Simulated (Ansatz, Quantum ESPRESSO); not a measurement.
## BaC2 (I4/mmm): third-order response

Which lines does BaC2 (I4/mmm) show in Raman and infrared spectra?

Calculated with Quantum ESPRESSO 8.0 development, patched; DFT LDA, scalar-relativistic, plane waves, PseudoDojo norm-conserving pseudopotentials.

This is a report of a sequence of runs, with most program output left out.

## Step 1: Set-up

The structure is tetragonal, space group I4/mmm (No. 139). Conventional cell: a = 4.407 Å, b = 4.407 Å, c = 7.269 Å, α = 90.00°, β = 90.00°, γ = 90.00°. Nearest to Ba lie 10 C at 3.00 to 3.18 Å. Nearest to C lie 1 C at 1.26 Å and 5 Ba at 3.00 to 3.18 Å. Farther neighbours are not listed.

As a file:

```cif
data_structure
_symmetry_space_group_name_H-M 'I4/mmm'
_symmetry_Int_Tables_number 139
_cell_length_a 4.4070
_cell_length_b 4.4070
_cell_length_c 7.2690
_cell_angle_alpha 90.000
_cell_angle_beta 90.000
_cell_angle_gamma 90.000
_cell_volume 141.18
loop_
_atom_site_label
_atom_site_type_symbol
_atom_site_symmetry_multiplicity
_atom_site_Wyckoff_symbol
_atom_site_fract_x
_atom_site_fract_y
_atom_site_fract_z
_atom_site_occupancy
Ba1 Ba 2 a 0.00000 0.00000 0.00000 1
C1 C 4 e 0.50000 0.50000 0.08701 1
```

## Step 2: A probe with smearing

Before anything dear is run, a loose run with smearing shows whether this is a metal and how far the cell is from rest.

probe.in

```
&CONTROL
  calculation = 'scf'
  prefix      = 'x'
  outdir      = './tmp'
  pseudo_dir  = './pseudo'
  tprnfor     = .true.
  tstress     = .true.
  verbosity   = 'high'
/
&SYSTEM
  ibrav       = 0
  nat         = 3
  ntyp        = 2
  ecutwfc     = 74.0
  occupations = 'smearing'
  smearing    = 'gaussian'
  degauss     = 0.01
/
&ELECTRONS
  conv_thr         = 1.0d-07
  mixing_beta      = 0.7
  electron_maxstep = 100
/
ATOMIC_SPECIES
 Ba    137.3270  Ba.upf
 C      12.0110  C.upf
CELL_PARAMETERS angstrom
    -2.203521000    2.203521000    3.634493000
     2.203521000   -2.203521000    3.634493000
     2.203521000    2.203521000   -3.634493000
ATOMIC_POSITIONS crystal
 Ba     0.000000000   0.000000000   0.000000000
 C      0.587008000   0.587008000   0.000000000
 C      0.412992000   0.412992000   0.000000000
K_POINTS automatic
 6 6 6 0 0 0
```

Started as:

```bash
OMP_NUM_THREADS=1 mpirun -n 8 pw.x -nk 8 -in probe.in > probe.out
```

Elapsed: 6.8 s, on 8 MPI ranks of Arm Neoverse V1, shared host; 53 s of CPU time.

This step gave:

- volume per atom: 23.53 Å³
- pressure: -3.990 GPa
- gap on the k-mesh: 1.476 eV

A gap of 1.5 eV opens on this mesh, so the crystal is taken as an insulator; the start stands at -4.0 GPa.

## Step 3: Relaxing the cell and atoms

The harmonic expansion starts where the forces on the atoms vanish, and stress shifts the frequencies, so cell and atoms are relaxed with tight thresholds.

relax.in

```
&CONTROL
  calculation   = 'vc-relax'
  prefix        = 'x'
  outdir        = './tmp'
  pseudo_dir    = './pseudo'
  tprnfor       = .true.
  tstress       = .true.
  forc_conv_thr = 2.0d-05
  etot_conv_thr = 1.0d-07
  nstep         = 40
/
&SYSTEM
  ibrav       = 0
  nat         = 3
  ntyp        = 2
  ecutwfc     = 74.0
  occupations = 'fixed'
  nbnd        = 11
/
&ELECTRONS
  conv_thr         = 1.0d-11
  mixing_beta      = 0.7
  electron_maxstep = 100
/
&IONS
/
&CELL
  press_conv_thr = 0.2
/
ATOMIC_SPECIES
 Ba    137.3270  Ba.upf
 C      12.0110  C.upf
CELL_PARAMETERS angstrom
    -2.203521000    2.203521000    3.634493000
     2.203521000   -2.203521000    3.634493000
     2.203521000    2.203521000   -3.634493000
ATOMIC_POSITIONS crystal
 Ba     0.000000000   0.000000000   0.000000000
 C      0.587008000   0.587008000   0.000000000
 C      0.412992000   0.412992000   0.000000000
K_POINTS automatic
 8 8 8 0 0 0
```

Started as:

```bash
OMP_NUM_THREADS=1 mpirun -n 8 pw.x -nk 8 -in relax.in > relax.out
```

Elapsed: 94 s, on 8 MPI ranks.

The run stopped without converging: the BFGS search stopped short of its thresholds.

## Step 4: Relaxing the cell and atoms

The search is taken up again from its last cell, with wider thresholds.

relax.in

```
&CONTROL
  calculation   = 'vc-relax'
  prefix        = 'x'
  outdir        = './tmp'
  pseudo_dir    = './pseudo'
  tprnfor       = .true.
  tstress       = .true.
  forc_conv_thr = 1.0d-04
  etot_conv_thr = 1.0d-06
  nstep         = 40
/
&SYSTEM
  ibrav       = 0
  nat         = 3
  ntyp        = 2
  ecutwfc     = 74.0
  occupations = 'fixed'
  nbnd        = 11
/
&ELECTRONS
  conv_thr         = 1.0d-11
  mixing_beta      = 0.7
  electron_maxstep = 100
/
&IONS
/
&CELL
  press_conv_thr = 0.5
/
ATOMIC_SPECIES
 Ba    137.3270  Ba.upf
 C      12.0110  C.upf
CELL_PARAMETERS angstrom
    -2.132268488    2.132268488    3.562903713
     2.132268488   -2.132268488    3.562903713
     2.132268488    2.132268488   -3.562903713
ATOMIC_POSITIONS crystal
 Ba     0.000000000   0.000000000   0.000000000
 C      0.588083799   0.588083799   0.000000000
 C      0.411916201   0.411916201   0.000000000
K_POINTS automatic
 8 8 8 0 0 0
```

It took 65 s on 8 MPI ranks.

Little changed from the start: no atom moved by 0.005 Å and no cell edge by 0.1 %.

The last row of the table of steps is pw.x's closing run on a basis chosen anew for the final cell, so its energy can jump.

Read from the output:

| Quantity | Value |
| --- | --- |
| volume per atom | 21.55 Å³ |
| pressure | -0.002 GPa |
| gap on the k-mesh | 1.201 eV |

The volume changes by -0.2 % from the cell with which this run began.

## Step 5: Self-consistent run for the response

The response is built on this ground state, so it is converged far tighter than an energy would need. With a gap, occupations are fixed, which also allows the response to an electric field.

scf.in

```
&CONTROL
  calculation = 'scf'
  prefix      = 'x'
  outdir      = './tmp'
  pseudo_dir  = './pseudo'
  tprnfor     = .true.
  tstress     = .true.
/
&SYSTEM
  ibrav       = 0
  nat         = 3
  ntyp        = 2
  ecutwfc     = 74.0
  occupations = 'fixed'
  nbnd        = 11
/
&ELECTRONS
  conv_thr         = 1.0d-12
  mixing_beta      = 0.7
  electron_maxstep = 100
/
ATOMIC_SPECIES
 Ba    137.3270  Ba.upf
 C      12.0110  C.upf
CELL_PARAMETERS angstrom
    -2.130654664    2.130654664    3.561042525
     2.130654664   -2.130654664    3.561042525
     2.130654664    2.130654664   -3.561042525
ATOMIC_POSITIONS crystal
 Ba     0.000000000   0.000000000   0.000000000
 C      0.588130211   0.588130211   0.000000000
 C      0.411869789   0.411869789   0.000000000
K_POINTS automatic
 8 8 8 0 0 0
```

Started as:

```bash
OMP_NUM_THREADS=1 mpirun -n 8 pw.x -nk 8 -in scf.in > scf.out
```

Run time: 18 s. Hardware: 8 MPI ranks; 2.4 min of CPU time.

The cell stands at -0.002 GPa, close enough for phonons.

## Step 6: Zone-centre response

At q = 0 one unit cell holds all displacements; symmetry groups them into irreducible representations that are solved one by one. The response to a field gives ε∞ and the Born charges, which polar modes need. Third-order response adds the Raman tensors.

ph.in

```
phonons
&INPUTPH
  prefix = 'x'
  outdir = './tmp'
  fildyn = 'g.dyn'
  tr2_ph = 1.0d-18
  epsil  = .true.
  lraman = .true.
  elop   = .true.
/
0.000000000 0.000000000 0.000000000
```

Started as:

```bash
OMP_NUM_THREADS=1 mpirun -n 8 ph.x -nk 8 -in ph.in > ph.out
```

Run time: 15 min. Hardware: 8 MPI ranks; 2 h of CPU time.

This step gave:

* miss of the charge sum rule: 2.70e-4 e
* largest acoustic frequency at the zone centre before the sum rule: -0.66 cm⁻¹
* highest optical zone-centre mode (no LO-TO term): 1877 cm⁻¹
* lowest optical zone-centre mode: 156.1 cm⁻¹
* mean high-frequency dielectric constant: 3.689
* largest Born charge in size (third of the trace): 2.538 e

Born charge (rows field, columns displacement), before the sum rule (e), principal values of the symmetric part by kind of site:

```
atom  atoms with these values    low  middle   high   mean
 Ba1                        1   2.46    2.58   2.58   2.54
  C2                        2  -1.29   -1.29  -1.23  -1.27
```

In full for Ba1:

```
2.58 0.00 0.00
0.00 2.58 0.00
0.00 0.00 2.46
```

High-frequency dielectric tensor:

```
3.51 0.00 0.00
0.00 3.51 0.00
0.00 0.00 4.04
```

The acoustic modes at Γ come out as far as 0.7 cm⁻¹ from zero, where they should vanish, a small numerical error; the Born charges miss their sum rule by 2.7e-4 e, which is good.

## Step 7: Modes with the sum rule

A rigid shift of the crystal must cost nothing, but grids and finite bases break this; the acoustic sum rule is imposed before the matrix is diagonalised again. With Born charges the intensities follow, and the static dielectric tensor.

dynmat.in

```
&INPUT
  fildyn = 'g.dyn'
  asr    = 'crystal'
  fileig = 'dynmat.eig'
  lperm  = .true.
/
```

Started as:

```bash
dynmat.x -in dynmat.in > dynmat.out
```

Wall time 0.48 s (1 thread).

This step gave:

- mean static dielectric constant: 11.26

Unit eigenvectors of the mass-weighted matrix after the sum rule; no LO-TO term. Modes at Γ, with each element's share of the kinetic energy:

| mode | frequency (cm⁻¹) | symmetry | Ba % | C % |
| --- | --- | --- | --- | --- |
| 1 | 0.0 | acoustic | 85 | 15 |
| 2 | 0.0 | acoustic | 85 | 15 |
| 3 | 0.0 | acoustic | 85 | 15 |
| 4 | 156.1 | Eg | 0 | 100 |
| 5 | 156.1 | Eg | 0 | 100 |
| 6 | 171.0 | Eu | 15 | 85 |
| 7 | 171.0 | Eu | 15 | 85 |
| 8 | 197.1 | A2u | 15 | 85 |
| 9 | 1877.2 | A1g | 0 | 100 |

Displacements in mode 5 (156.1 cm⁻¹), the largest set to 1:
```
Ba1  0.00  0.00  0.00
C2   1.00  0.01  0.00
C3  -1.00 -0.01  0.00
```

Displacements in mode 7 (171.0 cm⁻¹), the largest set to 1:
```
Ba1 -0.17  0.00  0.00
C2   1.00  0.00  0.00
C3   1.00  0.00  0.00
```

Degenerate modes summed, no LO-TO term. Infrared lines, with heights relative to the strongest:

```csv
position (cm⁻¹),lines merged,label,"IR intensity, relative"
156,2,Eg,0.0
171,2,Eu,100
197,1,A2u,46
1877,1,A1g,0.0
```

Degenerate modes summed. Raman lines, with heights relative to the strongest:

```
position (cm⁻¹)  lines merged  label  Raman activity, relative
            156             2     Eg                       0.9
            171             2     Eu                       0.0
            197             1    A2u                       0.0
           1877             1    A1g                       100
```

Static dielectric tensor (ions relaxed, fixed cell):

```
11.96  0.00  0.00
 0.00 11.96  0.00
 0.00  0.00  9.86
```

The rule moves no optical mode by more than 0.1 cm⁻¹.

## Step 8: Sum rules set otherwise: a sum rule for molecules or wires on a crystal

This rule also removes rotations, which suits molecules and not a crystal; it is tried to see the harm.

dynmat.in

```
&INPUT
  fildyn = 'g.dyn'
  asr    = 'zero-dim'
  fileig = 'dynmat.eig'
  lperm  = .true.
/
```

Started as:

```bash
dynmat.x -in dynmat.in > dynmat.out
```

It took 0.47 s on 1 thread.

The run ended normally, but on settings that are not sound.

The fault: a sum rule for molecules or wires on a crystal; 2 optical modes are projected out to zero frequency, as if they were rotations, and the static dielectric tensor is spoilt.

For a crystal the rule has to be 'simple' or 'crystal'.

Zone-centre frequencies as printed; negative means imaginary. Modes:

```
mode  frequency (cm⁻¹)
   1                 0
   2                 0
   3                 0
   4                 0
   5                 0
   6             164.8
   7             164.8
   8             197.1
   9              1877
```

## Step 9: The LO-TO splitting (1 0 0)

A longitudinal polar mode sets up a macroscopic field that stiffens it; the term hangs on the direction from which q goes to zero.

dynmat.in

```
&INPUT
  fildyn = 'g.dyn'
  asr    = 'crystal'
  fileig = 'dynmat.eig'
  q(1)   = 1.0
  q(2)   = 0.0
  q(3)   = 0.0
/
```

Started as:

```bash
dynmat.x -in dynmat.in > dynmat.out
```

Wall time 0.47 s (1 thread).

This step gave:

| Item | Value |
| --- | --- |
| highest mode moved by the LO-TO term | 315.5 cm⁻¹ |

Zone-centre frequencies as printed; negative means imaginary. Modes:

```csv
mode,frequency (cm⁻¹)
1,0
2,0
3,0
4,156.1
5,156.1
6,171
7,197.1
8,315.5
9,1877
```

The field moves one mode, from 171 to 316 cm⁻¹; the others stay.

## Step 10: Modes along a direction of q (0 0 1)

dynmat.in

```
&INPUT
  fildyn = 'g.dyn'
  asr    = 'crystal'
  fileig = 'dynmat.eig'
  q(1)   = 0.0
  q(2)   = 0.0
  q(3)   = 1.0
/
```

Started as:

```bash
dynmat.x -in dynmat.in > dynmat.out
```

It took 0.47 s on 1 thread.

This step gave:

* highest mode moved by the LO-TO term: 307.8 cm⁻¹

Zone-centre frequencies as printed; negative means imaginary. Modes:

| mode | frequency (cm⁻¹) |
| --- | --- |
| 1 | 0 |
| 2 | 0 |
| 3 | 0 |
| 4 | 156.1 |
| 5 | 156.1 |
| 6 | 171 |
| 7 | 171 |
| 8 | 307.8 |
| 9 | 1877 |

The field moves one mode, from 197 to 308 cm⁻¹; the others stay.

## Step 11: Modes along a direction of q (1 1 1)

dynmat.in

```
&INPUT
  fildyn = 'g.dyn'
  asr    = 'crystal'
  fileig = 'dynmat.eig'
  q(1)   = 1.0
  q(2)   = 1.0
  q(3)   = 1.0
/
```

Started as:

```bash
dynmat.x -in dynmat.in > dynmat.out
```

Elapsed: 0.47 s, on 1 thread.

This step gave:

* highest mode moved by the LO-TO term: 312.4 cm⁻¹

Zone-centre frequencies as printed; negative means imaginary. Modes:

```
mode  frequency (cm⁻¹)
   1                 0
   2                 0
   3                 0
   4             156.1
   5             156.1
   6               171
   7             188.4
   8             312.4
   9              1877
```

The field moves 2 modes; the highest of them now lies at 312 cm⁻¹, where the highest that moved away lay at 197.

## Step 12: The same in Ansatz

The same cell goes through another code at the same cutoff. The files are of one family, but Ansatz's library holds files of its own making for some heavy elements, so those for Ba may differ. Its k mesh is centred on Γ.

This step: DFT LDA, scalar-relativistic, plane waves, norm-conserving pseudopotentials of its library (PseudoDojo's, some remade) (Ansatz 0.2.0).

input.yaml

```yaml
crystal:
  lattice:
    - [-2.130654664, 2.130654664, 3.561042525]
    - [2.130654664, -2.130654664, 3.561042525]
    - [2.130654664, 2.130654664, -3.561042525]
  atoms:
    - { symbol: Ba, position: [0.0, 0.0, 0.0] }
    - { symbol: C, position: [0.588130211, 0.588130211, 0.0] }
    - { symbol: C, position: [0.411869789, 0.411869789, 0.0] }
kpoints:
  mp_grid: { grid: [8, 8, 8] }
hamiltonian:
  xc: lda
  pseudopotentials: { kind: nc, accuracy: standard }
scf:
  occupations: { method: fixed }
output:
  eigenvalues: true
basis:
  ecutwfc: 1006.821
phonons:
  method: dfpt
  dielectric: true
  rigid_motions: translations
  raman: true
```

Started as:

```bash
ansatz run input.yaml --threads 8 --pin off --max-ram 16384MiB --backend cpu --events-out ev --progress --plain --runs-dir out
```

Elapsed: 1.8 min, on 8 threads; peak memory 2.3 GiB.

Numbers from this step:

| Property | Result |
| --- | --- |
| gap on the k-mesh | 1.225 eV |
| sum-rule residual before enforcement | 1.55e-4 eV/Å² |
| miss of the charge sum rule | 7.33e-4 e |
| estimated error of the dielectric tensor | 0.01095 |
| estimated error of the Born charges | 0.01125 e |
| lowest optical zone-centre mode | 147.3 cm⁻¹ |
| mean high-frequency dielectric constant | 3.670 |
| largest Born charge in size (third of the trace) | 2.542 e |
| mean static dielectric constant | 11.61 |
| highest mode moved by the LO-TO term | 314.3 cm⁻¹ |

Transverse modes. Lines of the infrared spectrum (strongest = 100):

```
position (cm⁻¹)  label  IR intensity ((D/Å)²/amu), degenerate modes summed, relative
            147     Eg                                                           0.0
            168     Eu                                                           100
            191    A2u                                                            46
           1877    A1g                                                           0.0
```

Activity x (w_L - w)^4 (n + 1)/w, 532 nm, 300 K. Lines of the Raman spectrum (strongest = 100):

```
position (cm⁻¹)  label  Stokes intensity, strongest 100
            147     Eg                               37
            168     Eu                              0.0
            191    A2u                              0.0
           1877    A1g                              100
```

## Step 13: Side by side: QE PseudoDojo and Ansatz, library NC

Worked out from the results:

- root-mean-square difference: 5.92 cm⁻¹
- largest difference: 8.76 cm⁻¹

Frequencies side by side, by row:

| q (reciprocal lattice) | mode | QE PseudoDojo (cm⁻¹) | Ansatz, library NC (cm⁻¹) |
| --- | --- | --- | --- |
| 0 0 0 | 1 | 0 | 0 |
| 0 0 0 | 2 | 0 | 0 |
| 0 0 0 | 3 | 0 | 0 |
| 0 0 0 | 4 | 156.1 | 147.3 |
| 0 0 0 | 5 | 156.1 | 147.3 |
| 0 0 0 | 6 | 171 | 167.6 |
| 0 0 0 | 7 | 171 | 167.6 |
| 0 0 0 | 8 | 197.1 | 191.3 |
| 0 0 0 | 9 | 1877 | 1877 |

The two runs side by side. Further quantities:

```csv
quantity,QE PseudoDojo,"Ansatz, library NC"
mean ε∞,3.689,3.67
"largest Born charge in size (e; the first before, the second after the charge sum rule)",2.538,2.542
summed IR intensity ((D/Å)²/amu),21.82,21.89
summed Raman activity (Å⁴/amu),2034,1922
```

At the zone centre the largest difference (acoustic modes at Γ apart) is 0.5 % of the highest mode, but 6 % of the mode at 156 cm⁻¹ on which it sits; the summed Raman activity differs by 5.8 %.

## Step 14: Results

```json
{"space group after relaxation": "I4/mmm", "volume per atom": "21.6 Å³", "gap on the k-mesh": "1.20 eV", "highest optical zone-centre mode (no LO-TO term)": "1877 cm⁻¹", "lowest optical zone-centre mode": "156.1 cm⁻¹", "highest mode moved by the LO-TO term": "315.5 cm⁻¹", "mean high-frequency dielectric constant": "3.69", "largest Born charge in size (third of the trace)": "2.54 e", "mean static dielectric constant": "11.3", "imaginary optical modes at the zone centre (no q mesh in this session)": "none", "largest difference from Ansatz, library NC": "8.76 cm⁻¹"}
```

The largest Raman activity of BaC2 (I4/mmm) lies at 1877 cm⁻¹ and the strongest infrared line at 171 cm⁻¹ (transverse modes). At the LDA level the optical modes of BaC2 (I4/mmm) at the zone centre (no LO-TO term) run from 156 to 1877 cm⁻¹. Along the directions run, the highest mode that the macroscopic field moves lies at 315 cm⁻¹. Lattice motion raises the mean dielectric constant from 3.689 to 11.26. The Raman intensities rest on static tensors of the transverse modes; green light lies near or above this gap, where resonance changes them. Of the 6 optical modes, 3 are Raman active alone and 3 are infrared active alone; inversion symmetry keeps the two sets apart. QE PseudoDojo and Ansatz, library NC differ by 5.9 cm⁻¹ in the root mean square and by 8.8 cm⁻¹ at most, 0.5 % of the highest mode compared (acoustic modes at Γ left out); the two use different potentials, and the cell was not relaxed for the second set. These are harmonic frequencies at zero temperature: anharmonic shifts and linewidths and thermal expansion are left out. Spin-orbit coupling is left out, which can matter for the heavy elements here. The relaxation ran at 74 Ry, under the 82 Ry recommended for these files; the stress of so short a basis can leave the cell about one per cent too small. Ansatz warns that the cutoff lies 10 % under the one recommended for these files; agreement at one cutoff is not convergence. The total energies of the two programs lie far apart, so at least one potential file in Ansatz's library differs from the published one read by the first program. The build is a development version in which the Raman tensors of release 7.5 are mended; dynmat.x leaves out the electro-optic term of LO lines. The structure comes from a database and need not be the phase that is stable at ambient conditions.

[Host names and launcher messages were left out of these logs when they were recorded.]

[Logs are printed without paths, hosts, clocks, repeated set-up lines and the standing remarks that a program may print on its own settings, such as how far it seeks lower states.]

[Hosts, paths, dates, database ids (printed as entryN), source tags and the programs' standing remarks are cut or masked in the printed files.]
